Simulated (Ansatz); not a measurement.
**Quasi-harmonic thermodynamics of SiC (Moissanite, P6_3mc)**

How much does SiC (Moissanite) expand with temperature?

Main program and level: Ansatz 0.2.0; DFT LDA, scalar-relativistic, plane waves, PAW; PAW set soft_1.

Most raw output is cut from this account.

## (1) Set-up

Symmetry: P6_3mc, No. 186, hexagonal system. Conventional cell: a = 3.076 Å, b = 3.076 Å, c = 5.048 Å, α = 90.00°, β = 90.00°, γ = 120.00°. Si has 4 C at 1.87 to 1.94 Å nearest. Nearest to C lie 4 Si at 1.87 to 1.94 Å. Farther neighbours are not listed.

## (2) Probe on a coarse mesh

A cheap single point shows whether the cell is a metal or an insulator and how far it is from rest; that sets the k-mesh and the occupations of what follows.

input.yaml

```yaml
crystal:
  lattice:
    - [3.076, 0.0, 0.0]
    - [-1.538, 2.663894142, 0.0]
    - [0.0, 0.0, 5.048]
  atoms:
    - { symbol: Si, position: [0.3333333333, 0.6666666667, 0.0] }
    - { symbol: Si, position: [0.6666666667, 0.3333333333, 0.5] }
    - { symbol: C, position: [0.3333333333, 0.6666666667, 0.385] }
    - { symbol: C, position: [0.6666666667, 0.3333333333, 0.885] }
kpoints:
  mp_grid: { grid: [6, 6, 4] }
hamiltonian:
  xc: lda
  pseudopotentials: { kind: paw, azcp: { folder: soft_1 }, xc_functional: pbe }
scf:
  occupations: { method: gaussian, width: 0.1 }
  lower_state_search: "off"
output:
  forces: true
  stress: true
  eigenvalues: true
```

Launch:

```bash
> ansatz run input.yaml --threads 18 --pin off --max-ram 92160MiB --backend cuda --events-out ev --progress --plain --runs-dir out --max-vram 78GiB
```

Run time: 0.73 s. Hardware: 1 × NVIDIA GB200 with 18 threads of Arm Neoverse V2, shared host; peak memory 0.97 GiB.

A gap read on the k-mesh alone can miss the band edges.

Numbers from this step:

- pressure: -3.977 GPa
- gap on the k-mesh: 2.210 eV
- volume per atom: 10.34 Å³/atom

Force by atom:

```tsv
atom	x (eV/Å)	y (eV/Å)	z (eV/Å)	size
Si1	0.000	0.000	0.726	0.726
Si2	0.000	0.000	0.726	0.726
C3	0.000	0.000	-0.726	0.726
C4	0.000	0.000	-0.726	0.726
```

The start is under -4.0 GPa at this level and looks like an insulator or semiconductor on this mesh.

## (3) A loose first relaxation

The start is far from rest, so a relaxation with loose thresholds first brings it near the minimum.

input.yaml, as its differences from that of step 2:

```diff
@@ -11,3 +11,3 @@
 kpoints:
-  mp_grid: { grid: [6, 6, 4] }
+  mp_grid: { grid: [9, 9, 4] }
 hamiltonian:
@@ -22 +22,6 @@
   eigenvalues: true
+relax:
+  adjacent_minimum: "off"
+  f_tol: 0.05
+  max_steps: 80
+  cell: { stress_tol: 0.5 }
```

It took 2.1 s on 1 × NVIDIA GB200 with 18 threads; peak memory 0.99 GiB.

Step by step:

```tsv
step	energy less that of the first step (eV)	largest force component (eV/Å)	pressure (GPa)	volume (Å³)
1	0.0000	0.7317	-3.97	41.36
2	-0.0293	0.4338	-1.82	40.95
3	-0.0421	0.1657	1.22	40.38
4	-0.0464	0.0019	0.04	40.58
5*	-0.0455	0.0018	0.00	40.58
```

Relaxation steps marked * repeat the geometry before them on a plane-wave basis chosen anew for their cell, so energy and pressure can jump there.

The run keeps the 12 symmetry operations that it works with, so distortions that break them were not tested.

```tsv
conventional cell, symmetrised	before	after	change
a (Å)	3.076	3.057	-0.6 %
b (Å)	3.076	3.057	-0.6 %
c (Å)	5.048	5.015	-0.7 %
volume (Å³/atom)	10.34	10.14	-1.9 %
```

The atoms that moved most (Å, as changes of fractional coordinates times the final cell):

```tsv
atom	dx	dy	dz	length
Si2	0.000	0.000	0.023	0.023
C3	0.000	0.000	-0.023	0.023
C4	0.000	0.000	-0.023	0.023
Si1	0.000	0.000	0.023	0.023
```

Final coordinates:

```cif
data_structure
_symmetry_space_group_name_H-M 'P 1'
_symmetry_Int_Tables_number 1
_cell_length_a 3.0567
_cell_length_b 3.0567
_cell_length_c 5.0151
_cell_angle_alpha 90.000
_cell_angle_beta 90.000
_cell_angle_gamma 120.000
_cell_volume 40.58
loop_
_atom_site_label
_atom_site_type_symbol
_atom_site_fract_x
_atom_site_fract_y
_atom_site_fract_z
_atom_site_occupancy
Si1 Si 0.33333 0.66667 0.00456 1
Si2 Si 0.66667 0.33333 0.50456 1
C3 C 0.33333 0.66667 0.38044 1
C4 C 0.66667 0.33333 0.88044 1
```

This step gave:

```yaml
pressure: 0.002647 GPa
gap_on_the_k_mesh: 2.135 eV
volume_per_atom: 10.14 Å³/atom
```

The relaxation ends with a largest force component of 0.0018 eV/Å and a pressure of 0.00 GPa.

## (4) Relaxation

Phonons are second derivatives about a minimum, so cell and atoms are relaxed first, inside the symmetry of the start.

input.yaml

```yaml
crystal:
  lattice:
    - [3.0566873021, 0.0, 0.0]
    - [-1.528343651, 2.647168855, 0.0]
    - [0.0, 0.0, 5.0150696363]
  atoms:
    - { symbol: Si, position: [0.3333333333, 0.6666666667, 0.0045629124] }
    - { symbol: Si, position: [0.6666666667, 0.3333333333, 0.5045629124] }
    - { symbol: C, position: [0.3333333333, 0.6666666667, 0.3804370876] }
    - { symbol: C, position: [0.6666666667, 0.3333333333, 0.8804370876] }
kpoints:
  mp_grid: { grid: [12, 12, 6] }
hamiltonian:
  xc: lda
  pseudopotentials: { kind: paw, azcp: { folder: soft_1 }, xc_functional: pbe }
scf:
  occupations: { method: gaussian, width: 0.02 }
  lower_state_search: "off"
output:
  forces: true
  stress: true
  eigenvalues: true
relax:
  adjacent_minimum: "off"
  f_tol: 0.005
  max_steps: 80
  cell: { stress_tol: 0.05 }
```

Elapsed: 1.9 s, on 1 × NVIDIA GB200 with 18 threads; peak memory 1 GiB.

Little changed from the start: no atom moved by 0.005 Å and no cell edge by 0.1 %.

Numbers from this step:

- pressure: 0.002153 GPa
- gap on the k-mesh: 2.130 eV

## (5) Tight relaxation

The relaxation is repeated with tighter thresholds on force and stress, since phonons are sensitive to what is left; a change of mesh or smearing in the input moves the cell too.

input.yaml, the sections that differ from step 4:

```yaml
crystal:
  lattice:
    - [3.0563096963, 0.0, 0.0]
    - [-1.5281548481, 2.6468418388, 0.0]
    - [0.0, 0.0, 5.016333559]
  atoms:
    - { symbol: Si, position: [0.3333333333, 0.6666666667, 0.0046027949] }
    - { symbol: Si, position: [0.6666666667, 0.3333333333, 0.5046027949] }
    - { symbol: C, position: [0.3333333333, 0.6666666667, 0.3803972051] }
    - { symbol: C, position: [0.6666666667, 0.3333333333, 0.8803972051] }
scf:
  occupations: { method: fixed }
  lower_state_search: "off"
relax:
  adjacent_minimum: "off"
  f_tol: 0.001
  max_steps: 60
  cell: { stress_tol: 0.01 }
# kpoints, hamiltonian, output: as in step 4
```

Wall time 1.7 s (1 × NVIDIA GB200 with 18 threads); peak memory 0.95 GiB; 4.8 s of CPU time.

Little changed from the start: no atom moved by 0.005 Å and no cell edge by 0.1 %.

This step gave:

- pressure: 9.03e-4 GPa
- gap on the k-mesh: 2.132 eV
- volume per atom: 10.15 Å³/atom

The residual pressure is 9.0e-4 GPa, small enough for phonons.

## (6) The quasi-harmonic study

Thermal expansion follows from how the free energy of the vibrations (and of the electrons in a metal) changes with strain, so the program makes strained cells, their phonons and a fit in one run.

input.yaml, the sections that differ from step 5:

```yaml
crystal:
  lattice:
    - [3.0564332321, 0.0, 0.0]
    - [-1.528216616, 2.646948824, 0.0]
    - [0.0, 0.0, 5.0159500505]
  atoms:
    - { symbol: Si, position: [0.3333333333, 0.6666666667, 0.0045921277] }
    - { symbol: Si, position: [0.6666666667, 0.3333333333, 0.5045921277] }
    - { symbol: C, position: [0.3333333333, 0.6666666667, 0.3804078723] }
    - { symbol: C, position: [0.6666666667, 0.3333333333, 0.8804078723] }
output:
  eigenvalues: true
phonons:
  method: dfpt
  qmesh: [3, 3, 2]
  temperatures: { t_max: 1200.0, t_step: 50 }
  thermal_expansion: {}
# kpoints, hamiltonian, scf: as in step 5
# relax: removed
```

Run time: 52 s. Hardware: 1 × NVIDIA GB200 with 18 threads; peak memory 1.6 GiB.

This step gave:

| Quantity | Value |
| --- | --- |
| pressure | 0.003245 GPa |
| volume expansion coefficient at 298 K | 6.865 1e-6/K |
| C_P at 298 K | 13.50 J/mol-atom/K |
| entropy at 298 K | 8.511 J/mol-atom/K |
| isothermal bulk modulus at 298 K | 225.2 GPa |
| Grüneisen parameter at 298 K | 0.7064 |
| volume at 298 K | 10.23 Å³/atom |
| principal linear expansion coefficients at 298 K | 2.254, 2.254, 2.357 1e-6/K |

Strained cells of the study; zero-point energy where phonons were solved; the pressures are stresses at a fixed cutoff and can carry an offset from the finite basis. Expansion cells, by row:

```tsv
cell	|a| (Å)	|b| (Å)	|c| (Å)	V (Å³/atom)	E - E_lowest (meV/atom)	pressure, compression positive (GPa)	gap (eV)	zero-point energy (meV/atom)
1	3.056	3.056	5.016	10.14	0	-0.026	2.132	-
2	3.081	3.081	5.056	10.39	4.112	-5.294	2.175	-
3	3.032	3.032	4.976	9.905	4.245	5.754	2.087	-
4	3.042	3.042	5.065	10.14	2.323	0.033	2.018	-
5	3.071	3.071	4.967	10.14	2.318	-0.053	2.215	-
6	3.057	3.057	5.016	10.15	0	-0.07	2.132	110.9
7	3.072	3.072	5.041	10.3	1.66	-3.423	2.159	109.2
8	3.049	3.049	5.041	10.15	0.574	-0.045	2.075	110.9
9	3.085	3.085	5.065	10.44	5.784	-6.227	2.18	107.7
10	3.079	3.079	5.016	10.29	2.093	-3.305	2.211	109.3
11	3.077	3.077	5.09	10.43	6.287	-6.149	2.127	107.7
12	3.026	3.026	4.966	9.848	6.592	7.244	2.077	-
13	3.041	3.041	4.991	9.996	1.614	3.483	2.104	-
14	3.099	3.099	5.09	10.59	12.84	-9.054	2.203	-
15	3.055	3.055	5.089	10.29	3.715	-3.063	2.047	-
16	3.086	3.086	4.992	10.3	3.852	-3.368	2.242	-
```

Quasi-harmonic; a, b, c are the run's own cell vectors. Expansion, by row:

```tsv
T (K)	a (Å)	b (Å)	c (Å)	alpha (deg)	beta (deg)	gamma (deg)	cell volume (Å³/cell)	alpha_a (1e-6/K)	alpha_b (1e-6/K)	alpha_c (1e-6/K)	alpha_V (1e-6/K)	C_P (J/mol-atom/K)	C_V (J/mol-atom/K)	S (J/mol-atom/K)	B_T (GPa)	B_S (GPa)	Grueneisen	extrapolation	fit error (1e-6/K)
0	3.064	3.064	5.029	90	90	120	40.9	0	0	0	0	0	0	0	226.4	226.4	-	0	0
50	3.064	3.064	5.029	90	90	120	40.9	0.01	0.01	0.02	0.05	0.26	0.26	0.074	226.4	226.4	0.252	0	0
100	3.064	3.064	5.029	90	90	120	40.9	0.16	0.16	0.18	0.51	2.272	2.272	0.765	226.3	226.3	0.311	0	0.01
150	3.065	3.065	5.03	90	90	120	40.91	0.53	0.53	0.57	1.63	5.251	5.25	2.239	226.2	226.2	0.432	0	0.01
200	3.065	3.065	5.03	90	90	120	40.91	1.08	1.08	1.15	3.3	8.318	8.315	4.172	226	226.1	0.553	0	0.02
250	3.065	3.065	5.03	90	90	120	40.92	1.69	1.69	1.78	5.17	11.15	11.15	6.339	225.6	225.8	0.645	0	0.02
298.1	3.065	3.065	5.031	90	90	120	40.93	2.25	2.25	2.36	6.86	13.5	13.48	8.511	225.2	225.5	0.706	0	0.03
300	3.065	3.065	5.031	90	90	120	40.93	2.27	2.27	2.38	6.93	13.59	13.57	8.595	225.1	225.5	0.708	0	0.03
350	3.066	3.066	5.031	90	90	120	40.95	2.78	2.78	2.89	8.44	15.58	15.54	10.84	224.6	225.1	0.752	0	0.03
400	3.066	3.066	5.032	90	90	120	40.97	3.19	3.19	3.31	9.69	17.18	17.13	13.03	224	224.7	0.782	0	0.03
450	3.067	3.067	5.033	90	90	120	40.99	3.53	3.53	3.65	10.72	18.46	18.39	15.13	223.4	224.2	0.803	0	0.03
500	3.067	3.067	5.034	90	90	120	41.01	3.81	3.81	3.93	11.56	19.48	19.39	17.13	222.7	223.8	0.82	0	0.04
550	3.068	3.068	5.035	90	90	120	41.04	4.04	4.04	4.17	12.25	20.31	20.2	19.03	222.1	223.3	0.832	0	0.04
600	3.068	3.068	5.036	90	90	120	41.06	4.23	4.23	4.36	12.83	20.99	20.85	20.83	221.4	222.8	0.842	0	0.05
650	3.069	3.069	5.037	90	90	120	41.09	4.39	4.39	4.52	13.31	21.54	21.39	22.53	220.7	222.3	0.849	0	0.05
700	3.07	3.07	5.038	90	90	120	41.12	4.53	4.53	4.66	13.72	22.01	21.83	24.14	220	221.8	0.856	0	0.06
750	3.07	3.07	5.039	90	90	120	41.14	4.65	4.65	4.78	14.07	22.4	22.2	25.68	219.2	221.2	0.861	0	0.07
800	3.071	3.071	5.041	90	90	120	41.17	4.75	4.75	4.88	14.38	22.73	22.5	27.13	218.5	220.7	0.866	0	0.07
850	3.072	3.072	5.042	90	90	120	41.2	4.84	4.84	4.97	14.65	23.01	22.76	28.52	217.8	220.2	0.87	0	0.08
900	3.073	3.073	5.043	90	90	120	41.23	4.92	4.92	5.05	14.89	23.26	22.99	29.84	217.1	219.6	0.873	0	0.09
950	3.073	3.073	5.044	90	90	120	41.26	4.99	4.99	5.12	15.11	23.47	23.18	31.1	216.4	219.1	0.876	0	0.09
1000	3.074	3.074	5.046	90	90	120	41.3	5.06	5.06	5.19	15.3	23.66	23.34	32.31	215.6	218.5	0.879	0	0.1
1050	3.075	3.075	5.047	90	90	120	41.33	5.11	5.11	5.25	15.48	23.82	23.49	33.47	214.9	218	0.881	0	0.11
1100	3.076	3.076	5.048	90	90	120	41.36	5.17	5.17	5.31	15.64	23.97	23.61	34.58	214.2	217.4	0.884	0	0.12
1150	3.077	3.077	5.05	90	90	120	41.39	5.22	5.22	5.36	15.8	24.11	23.72	35.65	213.4	216.9	0.886	0	0.12
1200	3.077	3.077	5.051	90	90	120	41.43	5.27	5.27	5.41	15.94	24.23	23.82	36.68	212.7	216.3	0.888	0	0.13
```

Expansion coefficient against temperature; values in 1e-6/K:

```tsv
temperature (K)	volume	principal 1	principal 3
0	0	0	0
50	0.05	0.01	0.02
100	0.51	0.16	0.18
150	1.63	0.53	0.57
200	3.3	1.08	1.15
250	5.17	1.69	1.78
298	6.86	2.25	2.36
300	6.93	2.27	2.38
350	8.44	2.78	2.89
400	9.69	3.19	3.31
450	10.7	3.53	3.65
500	11.6	3.81	3.93
550	12.2	4.04	4.17
600	12.8	4.23	4.36
650	13.3	4.39	4.52
700	13.7	4.53	4.66
750	14.1	4.65	4.78
800	14.4	4.75	4.88
850	14.7	4.84	4.97
900	14.9	4.92	5.05
950	15.1	4.99	5.12
1000	15.3	5.06	5.19
1050	15.5	5.11	5.25
1100	15.6	5.17	5.31
1150	15.8	5.22	5.36
1200	15.9	5.27	5.41
```

At 298 K the volume expansion is 6.86 × 10⁻⁶/K and B_T is 225 GPa. The program raised the cutoff to 487.2 eV by itself: with no cutoff typed, the study takes about 1.16 times the default for its relaxations and scales it with the volume for the phonons.

## (7) What came out

| Item | Value |
| --- | --- |
| settings of these figures | LDA, 487.2 eV, k 12×12×6, q 3×3×2 |
| volume expansion coefficient at 298 K | 6.865 1e-6/K |
| C_P at 298 K | 13.50 J/mol-atom/K |
| entropy at 298 K | 8.511 J/mol-atom/K |
| isothermal bulk modulus at 298 K | 225.2 GPa |
| Grüneisen parameter at 298 K | 0.7064 |
| volume at 298 K | 10.23 Å³/atom |
| principal linear expansion coefficients at 298 K | 2.254, 2.254, 2.357 1e-6/K |

In words: Near room temperature SiC (Moissanite) expands by 6.86 × 10⁻⁶/K in volume by LDA, with C_P = 13.5 J/(mol K) per mole of atoms and B_T = 225 GPa. C_P at room temperature is 54 % of the classical 3R an atom, so the stiffest modes are still partly frozen out. The interpolation has no quadrupole term, so branches near the zone centre are less sure, since this crystal has sites that are not centres of inversion. The PAW files were made for PBE and are used here under another functional, for which the program regenerates the frozen cores.

[Logs are printed without paths, hosts, clocks, repeated set-up lines and the standing remarks that a program may print on its own settings, such as how far it seeks lower states.]

[Hosts, paths, dates, database ids (printed as entryN), source tags and the programs' standing remarks are cut or masked in the printed files.]

[A step with changed settings may run another functional than the one named; its input shows which.]
